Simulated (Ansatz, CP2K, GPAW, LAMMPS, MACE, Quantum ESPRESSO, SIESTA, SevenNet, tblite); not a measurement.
## Glassy 38BaO-62TiO2 (mol %) (110 atoms): runs against a plane-wave reference

Density of this cell: 4.39 g/cm³. The cell holds 110 atoms: 16 Ba, 26 Ti and 68 O. Cell: a = 11.965 Å, b = 11.965 Å, c = 11.965 Å, α = 90.0°, β = 90.0°, γ = 90.0°. 110 atoms (16 Ba, 26 Ti, 68 O) placed at random at 4.67 g/cm³, melted at 4000 K for 10 ps at fixed volume with the Morse and Coulomb pair potential with partial charges (Pedone, Malavasi, Menziani, Cormack and Segre, J. Phys. Chem. B 110, 11780 (2006)). Quenched from 4000 K to 300 K at 20 K/ps and fixed volume, held 10 ps at zero pressure, then minimised at fixed cell.

Geometry: as built.

The reference, a calculation:

```
method                                           : Kohn-Sham DFT, PBE, SSSP efficiency 1.3.0 pseudopotentials, plane waves (Quantum ESPRESSO 7.5); sssp-pbe-1.3.0-efficiency, cutoffs 60/480 Ry, Γ point
r.m.s. force component                           : 0.7678 eV/Å
longest force                                    : 2.437 eV/Å
pressure                                         : 4.134 GPa
gap (highest filled to lowest empty level) : 2.497 eV
time                                             : 36 min on 1 thread of Arm Neoverse V2, shared host
CPU time                                         : 36 min
```

Runs, in no order:
A. MACE MP-0b3 medium potential: machine-learned interatomic potential MACE MP-0b3 medium, trained on PBE(+U) plane-wave data
B. GPAW PBE, LCAO dzp, h 0.18 Å: Kohn-Sham DFT, PBE, PAW, atomic orbitals (dzp)
C. CP2K PBE, DZVP-MOLOPT-SR, 800/50 Ry, diagonalisation: Kohn-Sham DFT, PBE, GTH-PBE pseudopotentials, Gaussian and plane waves, DZVP-MOLOPT-SR-GTH, diagonalisation
D. SIESTA PBE, SZP, shift 0.01 Ry, mesh 500 Ry: Kohn-Sham DFT, PBE, PseudoDojo 0.4.1 norm-conserving pseudopotentials (converted to PSML), numerical atomic orbitals (SZP), diagonalisation

**Question.** Rank the runs by how far their forces lie from the reference's, least first.

C, A, B, D.

```csv
run,"Δ force, r.m.s. (meV/Å)",share of r.m.s. force (%),CPU time
"C. CP2K PBE, DZVP-MOLOPT-SR, 800/50 Ry, diagonalisation",58.4,7.61,8.6 min
A. MACE MP-0b3 medium potential,104,13.5,7.6 s
"B. GPAW PBE, LCAO dzp, h 0.18 Å",177,23.0,19 min
"D. SIESTA PBE, SZP, shift 0.01 Ry, mesh 500 Ry",364,47.5,6.2 min
```

Machine-learned potentials mimic data converged in k, so the reference's own k-point error enters their differences. The network of bonds at the start is that of the classical potential that made the cell, and needn't be the one that DFT or experiment would give. The electronic-structure runs sample only Γ, in a cell whose shortest periodic width is 12 Å.

[Logs are printed without paths, hosts, clocks, repeated set-up lines and the standing remarks that a program may print on its own settings, such as how far it seeks lower states.]

[Hosts, paths, dates, database ids (printed as entryN), source tags and the programs' standing remarks are cut or masked in the printed files.]
